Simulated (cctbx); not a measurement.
# Resonant diffraction in CaCu2Bi2

Space group I4/mmm (no. 139), a = 4.3770 Å, b = 4.3770 Å, c = 10.8870 Å, α = 90.00°, β = 90.00°, γ = 90.00°.

```
atom  mult.    x  y       z  Ueq (Å²)
 Bi1      4    0  0  0.3785    0.0047
 Cu1      4  1/2  0     1/4    0.0066
 Ca1      2    0  0       0    0.0082
```

The model is made up (kin elements in a known structure type, no relaxation), so it says nothing on whether the phase exists.

Calculated with cctbx: free-atom f′ and f″ from the Sasaki tables, no fine structure; amplitudes in electrons.

```csv
E (eV),F 2 2 0,F 0 2 4,F 1 1 0,F 0 2 2
8379,302.0,136.2,215.9,38.9
8729,298.1,138.4,218.3,35.7
8859,295.1,140.8,220.9,32.9
8919,292.3,143.3,223.5,30.2
8949,289.5,145.9,226.2,27.4
8964,286.8,148.6,229.0,24.6
8971,284.3,151.1,231.5,22.1
8975,281.7,153.7,234.2,19.4
8983,282.5,153.0,233.8,21.9
8987,285.6,149.8,230.6,24.6
8994,288.3,147.1,227.7,27.1
9009,291.2,144.0,224.6,29.9
9039,294.1,141.0,221.4,32.7
9129,297.7,136.9,217.2,36.4
9379,301.3,131.9,212.1,40.5
```

**Question.** Which edge is crossed, and why do the reflections move as they do?

The K edge of Cu. The edge is at 8979 eV. f′ of Cu falls from -4.0 e at 8859 eV to -7.5 e at 4 eV below it, and f″ steps from 0.48 to 3.90 e across it. Over that approach |F| changes by -5 % (2 2 0), +9 % (0 2 4), +6 % (1 1 0) and -41 % (0 2 2): a reflection falls where Cu scatters in phase with the total and rises where it scatters against it; it hardly moves where the Cu term is small or cancels by symmetry. Above the edge the larger f″ enters the imaginary part, where it can add to or cancel the other atoms' f″. The structure is centrosymmetric, so Friedel mates stay equal.

[Logs are printed without paths, hosts, clocks, repeated set-up lines and the standing remarks that a program may print on its own settings, such as how far it seeks lower states.]
